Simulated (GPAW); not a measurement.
# Ti K-edge XANES of TiSe (Pnma), part 3 of 3

How does the Ti K edge of TiSe (Pnma) move when the bonds are compressed or stretched?

GPAW 26.7.0; X-ray absorption from dipole matrix elements to empty bands, plane-wave PAW LDA.

So far. Step 4 (Spectrum with XCH, Ti atom 5): The total-energy difference is 4970.07 eV. One term is added: -22.68 eV, since the hole is spin-paired here and a spin-polarised one costs that much less in the free atom (computed apart). The photon energy is then 4947.39 eV. The tabulated edge of the element is 4966 eV. The functional leaves an error in such absolute values: in the free atom LDA prices this hole 13.2 eV below PBE (computed apart), and PBE is itself good to a few eV.

### 7. Supercell without a hole, the energy reference

Level of this step: plane-wave PAW DFT, LDA, self-consistent field (GPAW).

The cell changes for the next run, so it gets a reference energy of its own.

The cell differs from the one that the last finished run ended in (a 6.845 → 7.057 Å, b 6.990 → 7.207 Å, c 7.196 → 7.419 Å).

The input, scf.py:

```python
import numpy as np
from ase import Atoms
from ase.parallel import parprint, paropen
from gpaw import GPAW, PW, FermiDirac, Mixer, MixerDif, setup_paths
from gpaw.test import gen
setup_paths.insert(0, '.')
gen('Ti', name='nch1s', xcname='LDA', corehole=(1, 0, 0), write_xml=True)
from gpaw.mpi import world
world.barrier()

atoms = Atoms('Se8Ti8',
    cell=[[0, 7.05719262, 0],
     [0, -3.52859631, -6.28360797],
     [-6.52598436, 3.52859631, 0]],
    scaled_positions=[[0.475, 0.42, 0.22],
     [0.975, 0.42, 0.22],
     [0.445, 0.92, 0.28],
     [0.945, 0.92, 0.28],
     [0.055, 0.08, 0.72],
     [0.555, 0.08, 0.72],
     [0.025, 0.58, 0.78],
     [0.525, 0.58, 0.78],
     [0.775, 0.81, 0.01],
     [0.275, 0.81, 0.01],
     [0.035, 0.31, 0.49],
     [0.535, 0.31, 0.49],
     [0.465, 0.69, 0.51],
     [0.965, 0.69, 0.51],
     [0.725, 0.19, 0.99],
     [0.225, 0.19, 0.99]],
    pbc=True)
atoms.calc = calc = GPAW(legacy_gpaw=True, mode=PW(430), xc='LDA', setups={8: 'nch1s'},
    kpts={'size': (3, 3, 3), 'gamma': True}, occupations=FermiDirac(0.1),
    charge=0, mixer=Mixer(0.1, 5, 50), maxiter=150,
    convergence={'density': 0.0001}, txt='scf.txt')
energy = atoms.get_potential_energy() + calc.get_reference_energy()
ef = calc.get_fermi_level()
out = dict(energy=energy, fermi=ef, forces=atoms.get_forces().tolist())
parprint(f'all-electron energy {energy:.4f} eV, Fermi level {ef:.4f} eV')
ev = np.array([[calc.get_eigenvalues(k, s) for k in range(len(calc.get_ibz_k_points()))] for s in range(calc.get_number_of_spins())])
out['homo'], out['lumo'], out['counts'] = ev[ev < ef].max(), ev[ev > ef].min(), sorted(set((ev < ef).sum((0, 2)).tolist()))
out['filled'] = (ev[:, 0] < ef).sum(1).tolist()
import json
with paropen('out.json', 'w') as f:
    json.dump(out, f)
```

On the command line:

```console
> OMP_NUM_THREADS=1 mpirun -n 2 gpaw python scf.py
```

Numbers of over 12 decimals in the logs are rounded to 6 here.

Output:

```text
Input parameters:
  convergence: {density: 0.0001}
  kpts: {gamma: True,
         size: (3, 3, 3)}
  maxiter: 150
  mixer: {backend: pulay,
          beta: 0.1,
          method: separate,
          nmaxold: 5,
          weight: 50}
  mode: {ecut: 430.0,
         name: pw}
  occupations: {fixmagmom: False,
                name: fermi-dirac,
                width: 0.1}
  setups: {8: nch1s}

Initialize ...

[...]
4s(2) :    -0.168799     0.990650
3p(6) :    -1.425558     0.436626
4p(0) :    -0.056429     0.981035
3d(2) :    -0.164024     0.588737
*d    :     0.835976
--------------------------------

Diagonalizing with gridspacing h=0.050

state   all-electron     PAW
-------------------------------
3s:      -2.287902    -2.288205
3p:      -1.425558    -1.426242
3d:      -0.164024    -0.164519
*f:                    0.065395
-------------------------------
all-electron energy -713640.7882 eV, Fermi level 8.9946 eV
[key lines of the parts left out:]
Converged after 23 iterations.
Dipole moment: (0.000000, -0.000000, -0.000000) |e|*Ang
Free energy:   -111.965447
Fermi level: 8.99458
```

Elapsed: 3.3 min, on 2 MPI ranks of Arm Neoverse V1, shared host; peak memory 0.41 GiB.

Reference energy: -713640.788 eV with the cores included.

### 8. Spectrum with XCH, Ti atom 5

Shorter bonds are expected to push antibonding states and scattering resonances up, and longer ones down; the cell is scaled to test that.

Changed against the first core-hole run: volume scale from 1 to 1.03.

The input, xas.py:

```python
import numpy as np
from ase import Atoms
from ase.parallel import parprint, paropen
from gpaw import GPAW, PW, FermiDirac, Mixer, MixerDif, setup_paths
from gpaw.test import gen
setup_paths.insert(0, '.')
gen('Ti', name='fch1s', xcname='LDA', corehole=(1, 0, 1), write_xml=True)
from gpaw.mpi import world
world.barrier()

atoms = Atoms('Se8Ti8',
    cell=[[0, 7.05719262, 0],
     [0, -3.52859631, -6.28360797],
     [-6.52598436, 3.52859631, 0]],
    scaled_positions=[[0.475, 0.42, 0.22],
     [0.975, 0.42, 0.22],
     [0.445, 0.92, 0.28],
     [0.945, 0.92, 0.28],
     [0.055, 0.08, 0.72],
     [0.555, 0.08, 0.72],
     [0.025, 0.58, 0.78],
     [0.525, 0.58, 0.78],
     [0.775, 0.81, 0.01],
     [0.275, 0.81, 0.01],
     [0.035, 0.31, 0.49],
     [0.535, 0.31, 0.49],
     [0.465, 0.69, 0.51],
     [0.965, 0.69, 0.51],
     [0.725, 0.19, 0.99],
     [0.225, 0.19, 0.99]],
    pbc=True)
atoms.calc = calc = GPAW(legacy_gpaw=True, mode=PW(430), xc='LDA', setups={8: 'fch1s'},
    kpts={'size': (3, 3, 3), 'gamma': True}, occupations=FermiDirac(0.1),
    charge=-1, mixer=Mixer(0.1, 5, 50), maxiter=150,
    convergence={'density': 0.0001}, txt='scf.txt')
energy = atoms.get_potential_energy() + calc.get_reference_energy()
ef = calc.get_fermi_level()
out = dict(energy=energy, fermi=ef, forces=atoms.get_forces().tolist())
parprint(f'all-electron energy {energy:.4f} eV, Fermi level {ef:.4f} eV')
ev = np.array([[calc.get_eigenvalues(k, s) for k in range(len(calc.get_ibz_k_points()))] for s in range(calc.get_number_of_spins())])
out['homo'], out['lumo'], out['counts'] = ev[ev < ef].max(), ev[ev > ef].min(), sorted(set((ev < ef).sum((0, 2)).tolist()))
out['filled'] = (ev[:, 0] < ef).sum(1).tolist()

from ase.units import Ha
from gpaw.xas import dipole_matrix_elements
nb = int(calc.get_number_of_electrons() / 2) + 215
top, nb = nb, nb + 8 + nb // 12
nscf = calc.fixed_density(kpts={'size': (3, 3, 3), 'gamma': True}, nbands=nb,
    convergence={'bands': top, 'eigenstates': 1e-5}, maxiter=60, txt='nscf.txt')
cell = atoms.cell.array
ops = [cell.T @ U.T @ np.linalg.inv(cell.T) for U in nscf.wfs.kd.symmetry.op_scc]
E = np.arange(-6, 34, 0.1)
fwhm = np.interp(E, [4, 25], [0.94, 3.5])
Y, X, zero, highest = 0, 0, 1e9, 1e9
for spin in range(nscf.get_number_of_spins()):
    wfs = nscf.wfs
    A = dipole_matrix_elements(wfs.setups[8])
    eps = np.zeros((wfs.kd.nibzkpts, nb))
    d = np.zeros((3, A.shape[1], wfs.kd.nibzkpts, nb), complex)
    for kpt in wfs.kpt_u:
        if kpt.s == spin and 8 in kpt.P_ani:
            eps[kpt.k] = kpt.eps_n * Ha
            d[:, :, kpt.k] = (kpt.weight * wfs.nspins / 2) ** 0.5 * np.inner(A, kpt.P_ani[8])
    world.sum(eps)
    world.sum(d)
    T = np.einsum('amkn,bmkn->abkn', d, d.conj()).real
    T = sum(np.einsum('ai,ijkn,bj->abkn', R, T, R) for R in ops) / len(ops)
    empty = eps > ef
    zero, highest = min(zero, eps[empty].min()), min(highest, eps[:, top - 1].min())
    lines = [(eps, T, empty)] if spin == 0 else lines + [(eps, T, empty)]
for eps, T, empty in lines:
    f = np.einsum('aakn->akn', T).reshape(3, -1)
    x = eps.ravel() - zero
    w = np.interp(x, E, fwhm) / 2.35482
    g = np.exp(-0.5 * ((E[:, None] - x) / w) ** 2) / (w * (2 * np.pi) ** 0.5)
    Y = Y + (f * empty.ravel()) @ g.T
    X = X + (f * ~empty.ravel()) @ g.T
out.update(E=E.round(2).tolist(), xas=Y.tolist(), xes=X.tolist(), zero=zero, valid=highest - zero, nk=len(eps), nb=nb)
for i in range(0, len(E), 10):
    parprint(f'{E[i]:7.2f}', *(f'{v:10.3e}' for v in Y[:, i]))
import json
with paropen('out.json', 'w') as f:
    json.dump(out, f)
```

On the command line:

```console
> OMP_NUM_THREADS=1 mpirun -n 2 gpaw python xas.py
```

Output:

```text
Input parameters:
  charge: -1
  convergence: {density: 0.0001}
  kpts: {gamma: True,
         size: (3, 3, 3)}
  maxiter: 150
  mixer: {backend: pulay,
          beta: 0.1,
          method: separate,
          nmaxold: 5,
          weight: 50}
  mode: {ecut: 430.0,
         name: pw}
  occupations: {fixmagmom: False,
                name: fermi-dirac,
                width: 0.1}
  setups: {8: fch1s}

Initialize ...

[...]
*d    :     0.333350
--------------------------------

Diagonalizing with gridspacing h=0.050

state   all-electron     PAW
-------------------------------
3s:      -2.983269    -2.983558
3p:      -2.108060    -2.108705
3d:      -0.666650    -0.667242
*f:                   -0.026873
-------------------------------
all-electron energy -708670.6538 eV, Fermi level 8.9599 eV
[...]
32.00  3.984e-07  4.100e-07  4.779e-07
  33.00  3.711e-07  3.742e-07  4.781e-07
[key lines of the parts left out:]
Converged after 26 iterations.
Dipole moment: (-0.133689, -0.014140, 0.211545) |e|*Ang
Free energy:   -124.184323
Fermi level: 8.95989
```

It took 12 min on 2 MPI ranks; peak memory 0.75 GiB.

```tsv
E (eV)	first run	this run
-2.0	0.00	0.00
-1.0	0.00	0.00
0.0	0.09	0.09
1.0	0.28	0.29
2.0	0.38	0.38
3.0	0.28	0.25
4.0	0.30	0.36
5.0	0.76	0.78
6.0	1.10	1.13
7.0	1.44	1.47
8.0	1.65	1.69
9.0	1.64	1.60
10.0	1.32	1.28
11.0	1.24	1.30
12.0	1.36	1.35
13.0	1.22	1.17
14.0	1.05	1.01
15.0	0.99	0.99
16.0	1.05	1.06
17.0	1.11	1.11
18.0	1.13	1.11
19.0	1.09	1.06
20.0	1.03	1.01
21.0	1.01	1.00
22.0	1.00	0.99
23.0	0.98	0.96
24.0	0.93	0.90
25.0	0.87	0.86
26.0	0.87	0.88
27.0	0.91	0.93
28.0	0.96	0.97
29.0	0.98	0.97
30.0	0.96	0.94
31.0	0.92	0.90
32.0	0.88	0.85
```

Against the first run the r.m.s. difference is 3 %. The highest intensity below 24 eV goes from 8.5 eV (1.70) to 8.3 eV (1.71).

The photon energy of the zero moves by +0.06 eV.

### 9. Supercell without a hole, the energy reference

The cell changes for the next run, so it gets a reference energy of its own.

The cell differs from the one that the last finished run ended in (a 7.057 → 7.125 Å, b 7.207 → 7.276 Å, c 7.419 → 7.490 Å).

scf.py, as its differences from that of step 7:

```diff
@@ -11,5 +11,5 @@
 atoms = Atoms('Se8Ti8',
-    cell=[[0, 7.05719262, 0],
-     [0, -3.52859631, -6.28360797],
-     [-6.52598436, 3.52859631, 0]],
+    cell=[[0, 7.1250544, 0],
+     [0, -3.5625272, -6.34403098],
+     [-6.58873806, 3.5625272, 0]],
     scaled_positions=[[0.475, 0.42, 0.22],
```

On the command line:

```console
> OMP_NUM_THREADS=1 mpirun -n 2 gpaw python scf.py
```

Output:

```text
Input parameters:
  convergence: {density: 0.0001}
  kpts: {gamma: True,
         size: (3, 3, 3)}
  maxiter: 150
  mixer: {backend: pulay,
          beta: 0.1,
          method: separate,
          nmaxold: 5,
          weight: 50}
  mode: {ecut: 430.0,
         name: pw}
  occupations: {fixmagmom: False,
                name: fermi-dirac,
                width: 0.1}
  setups: {8: nch1s}

Initialize ...

[...]
4s(2) :    -0.168799     0.990650
3p(6) :    -1.425558     0.436626
4p(0) :    -0.056429     0.981035
3d(2) :    -0.164024     0.588737
*d    :     0.835976
--------------------------------

Diagonalizing with gridspacing h=0.050

state   all-electron     PAW
-------------------------------
3s:      -2.287902    -2.288205
3p:      -1.425558    -1.426242
3d:      -0.164024    -0.164519
*f:                    0.065395
-------------------------------
all-electron energy -713640.2219 eV, Fermi level 8.6468 eV
[key lines of the parts left out:]
Converged after 23 iterations.
Dipole moment: (-0.000000, 0.000000, 0.000000) |e|*Ang
Free energy:   -111.407772
Fermi level: 8.64677
```

It took 3.4 min on 2 MPI ranks; peak memory 0.41 GiB.

Reference energy: -713640.222 eV with the cores included.

### 10. Spectrum with XCH, Ti atom 5

Shorter bonds are expected to push antibonding states and scattering resonances up, and longer ones down; the cell is scaled to test that.

Changed against the first core-hole run: volume scale from 1 to 1.06.

xas.py, as its differences from that of step 8:

```diff
@@ -11,5 +11,5 @@
 atoms = Atoms('Se8Ti8',
-    cell=[[0, 7.05719262, 0],
-     [0, -3.52859631, -6.28360797],
-     [-6.52598436, 3.52859631, 0]],
+    cell=[[0, 7.1250544, 0],
+     [0, -3.5625272, -6.34403098],
+     [-6.58873806, 3.5625272, 0]],
     scaled_positions=[[0.475, 0.42, 0.22],
@@ -45,3 +45,3 @@
 from gpaw.xas import dipole_matrix_elements
-nb = int(calc.get_number_of_electrons() / 2) + 215
+nb = int(calc.get_number_of_electrons() / 2) + 220
 top, nb = nb, nb + 8 + nb // 12
```

On the command line:

```console
> OMP_NUM_THREADS=1 mpirun -n 2 gpaw python xas.py
```

Output:

```text
Input parameters:
  charge: -1
  convergence: {density: 0.0001}
  kpts: {gamma: True,
         size: (3, 3, 3)}
  maxiter: 150
  mixer: {backend: pulay,
          beta: 0.1,
          method: separate,
          nmaxold: 5,
          weight: 50}
  mode: {ecut: 430.0,
         name: pw}
  occupations: {fixmagmom: False,
                name: fermi-dirac,
                width: 0.1}
  setups: {8: fch1s}

Initialize ...

[...]
*d    :     0.333350
--------------------------------

Diagonalizing with gridspacing h=0.050

state   all-electron     PAW
-------------------------------
3s:      -2.983269    -2.983558
3p:      -2.108060    -2.108705
3d:      -0.666650    -0.667242
*f:                   -0.026873
-------------------------------
all-electron energy -708670.0289 eV, Fermi level 8.6083 eV
[...]
32.00  3.851e-07  3.914e-07  4.820e-07
  33.00  3.685e-07  3.631e-07  4.740e-07
[key lines of the parts left out:]
Converged after 28 iterations.
Dipole moment: (-0.137235, -0.013051, 0.215872) |e|*Ang
Free energy:   -123.568264
Fermi level: 8.60834
```

Elapsed: 13 min, on 2 MPI ranks; peak memory 0.77 GiB; 25 min of CPU time.

```tsv
E (eV)	first run	this run
-2.0	0.00	0.00
-1.0	0.00	0.00
0.0	0.09	0.08
1.0	0.28	0.29
2.0	0.38	0.37
3.0	0.28	0.21
4.0	0.30	0.43
5.0	0.76	0.81
6.0	1.10	1.14
7.0	1.44	1.52
8.0	1.65	1.72
9.0	1.64	1.55
10.0	1.32	1.27
11.0	1.24	1.35
12.0	1.36	1.33
13.0	1.22	1.12
14.0	1.05	0.98
15.0	0.99	1.00
16.0	1.05	1.06
17.0	1.11	1.10
18.0	1.13	1.09
19.0	1.09	1.04
20.0	1.03	1.00
21.0	1.01	0.99
22.0	1.00	0.98
23.0	0.98	0.94
24.0	0.93	0.89
25.0	0.87	0.87
26.0	0.87	0.90
27.0	0.91	0.95
28.0	0.96	0.97
29.0	0.98	0.95
30.0	0.96	0.92
31.0	0.92	0.88
32.0	0.88	0.83
```

The scaled spectrum changes by 5 % r.m.s. The highest intensity below 24 eV goes from 8.5 eV (1.70) to 8.1 eV (1.73).

The photon energy of the zero moves by +0.12 eV.

### 11. The volumes side by side

```tsv
volume	nearest distance (Å)	shift of the zero (eV)	maximum 1 (eV above own zero)	maximum 2 (eV above own zero)	maximum 3 (eV above own zero)
0.94	2.465	-0.15	9.0	12.5	18.3
1	2.517	+0.00	8.5	12.0	17.8
1.03	2.542	+0.06	8.3	11.7	17.5
1.06	2.566	+0.12	8.1	11.4	17.3
```

The curves, each shifted by its zero's change so that they share one photon-energy axis, counted from the zero at V × 1:

```tsv
E (eV)	V × 0.94	V × 1	V × 1.03	V × 1.06
-2.0	0.00	0.00	0.00	0.00
-1.0	0.00	0.00	0.00	0.00
0.0	0.13	0.09	0.07	0.06
1.0	0.30	0.28	0.28	0.27
2.0	0.40	0.38	0.38	0.37
3.0	0.33	0.28	0.26	0.24
4.0	0.26	0.30	0.33	0.36
5.0	0.75	0.76	0.77	0.77
6.0	1.06	1.10	1.10	1.10
7.0	1.45	1.44	1.45	1.48
8.0	1.58	1.65	1.68	1.71
9.0	1.67	1.64	1.62	1.59
10.0	1.40	1.32	1.30	1.29
11.0	1.17	1.24	1.29	1.33
12.0	1.30	1.36	1.36	1.35
13.0	1.27	1.22	1.19	1.15
14.0	1.12	1.05	1.01	0.98
15.0	1.01	0.99	0.99	0.99
16.0	1.03	1.05	1.05	1.05
17.0	1.11	1.11	1.11	1.10
18.0	1.16	1.13	1.11	1.09
19.0	1.14	1.09	1.06	1.04
20.0	1.08	1.03	1.02	1.00
21.0	1.03	1.01	1.00	0.99
22.0	1.01	1.00	0.99	0.98
23.0	1.00	0.98	0.96	0.95
24.0	0.96	0.93	0.91	0.89
25.0	0.91	0.87	0.87	0.86
26.0	0.87	0.87	0.88	0.89
27.0	0.88	0.91	0.93	0.95
28.0	0.92	0.96	0.97	0.97
29.0	0.97	0.98	0.97	0.96
30.0	0.99	0.96	0.94	0.92
31.0	0.97	0.92	0.90	0.88
32.0	0.93	0.88	0.86	0.84
```

### 12. What came out

* absorber and edge: Ti K, atom 5 of the ground-state input (counted from 1)
* surroundings: 1 Se at 2.52 Å, 2 Se at 2.56 Å, 2 Se at 2.70 Å and 1 Se at 2.78 Å (distorted octahedral, site symmetry m)
* highest intensity below 24 eV: 8.5 eV above the zero, height 1.70
* photon energy of the zero, with the added terms: 4947.4 eV (raw 4970.1 eV; LDA puts this hole about 13 eV below PBE, itself good to a few eV)

**Reading.** From V × 0.94 to V × 1.06 the nearest distance grows by 0.101 Å and the zero moves by +0.27 eV. Above their own zero, the maxima move from 9.0 to 8.1 eV, from 12.5 to 11.4 eV and from 18.3 to 17.3 eV. The Ti K edge of atom 5, with 1 Se at 2.52 Å, 2 Se at 2.56 Å, 2 Se at 2.70 Å and 1 Se at 2.78 Å (distorted octahedral, site symmetry m), has its highest intensity of the first 24 eV at 8.5 eV above the zero, near 4956 eV in photon energy (LDA puts this hole about 13 eV below PBE, itself good to a few eV), 1.7 times the mean level of the first 20 eV (Gaussian full width 0.94 eV up to 4 eV, rising linearly to 3.5 eV at 25 eV). At the Ti K edge of atom 5 polarisation matters most near 7.7 eV, where the curves differ by 0.7 on this scale. The strongest dipole feature below the main edge lies at 2.1 eV (height 0.39); the site lacks an inversion centre, which allows local p–d mixing besides the mixing with the neighbours' empty states; the run doesn't separate the two. The unit cell's mesh shows no gap over 0.35 eV. That is right for a metallic compound; for a small-gap or correlated insulator it would be the fault of the functional or of the assumed magnetic order, and the hole would be screened too well. Quadrupole 1s→3d transitions, which feed the pre-edge, are not in the dipole spectrum. The mesh is coarse (0.38 Å⁻¹ between points), so small maxima may be mesh ripples. The structure is a published determination, not relaxed.

[Banner, clock and machine lines of the logs are left out without a mark of their own.]

[Logs are printed without paths, hosts, clocks, repeated set-up lines and the standing remarks that a program may print on its own settings, such as how far it seeks lower states.]

[Hosts, paths, dates, database ids (printed as entryN), source tags and the programs' standing remarks are cut or masked in the printed files.]

[Lists of maxima count a maximum above −3 eV only where it reaches 4 % of the highest in the window and stands out from its surroundings by 2 % of it (1.5 % where it reaches 55 %); shoulders and weaker maxima are passed over, and of the rest the first, up to two pre-edge ones and the few strongest are named.]
